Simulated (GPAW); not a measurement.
Records of electronic-structure calculations.

```
CO2 (P4_2/mnm): G0W0 with GPAW, start to end
1.0
     4.22721    0.00000    0.00000
     0.00000    4.22721    0.00000
     0.00000    0.00000    4.68777
C O
2 4
Direct
  0.50000 0.50000 0.50000
  0.00000 0.00000 0.00000
  0.30483 0.69517 0.50000
  0.69517 0.30483 0.50000
  0.19517 0.19517 0.00000
  0.80483 0.80483 0.00000
# method: DFT, LDA, plane waves, PAW (and 1 further level or step)
# program: GPAW 26.7.0
# settings of one run: cutoff 600 eV, GPAW PAW setups 1.2.1 data release, 2×2×2 k-mesh, nbands 291
# cost: 4 runs, 89 s in all on 4 MPI ranks of Arm Neoverse V2, shared host (the runs of this entry)
# notes: The cell and positions are those that the Materials Project relaxed with its own functionals (PBE, PBE+U or r2SCAN), kept fixed. Bands and cutoff are finite, so the gap is not at the basis limit. The miss can reach some tenths of an eV and take either sign; the mesh is an error of its own. The 2×2×2 mesh is coarse for this cell, which bears on the long-range parts of exchange and screening. Mesh or cutoff lie under what a gap needs, so these runs test behaviour and cost; their gaps are not to be quoted.
# LDA gap: 6.29 eV, indirect
# G0W0 gap on the mesh: 9.94 eV
# GW settings: 2×2×2 mesh, 131 bands, screening to 78 eV, Godby-Needs plasmon pole
# known limits: not at the basis limit; coarse k mesh
```

[Paths, hosts, dates, memory and timing lines, banners, echoed tables and standing remarks are left out of the program output.]

[Logs are printed without paths, hosts, clocks, repeated set-up lines and the standing remarks that a program may print on its own settings, such as how far it seeks lower states.]

[Runs of the session that timed out or met a known fault of the program may be left out.]

[Hosts, paths, dates, database ids (printed as entryN), source tags and the programs' standing remarks are cut or masked in the printed files.]
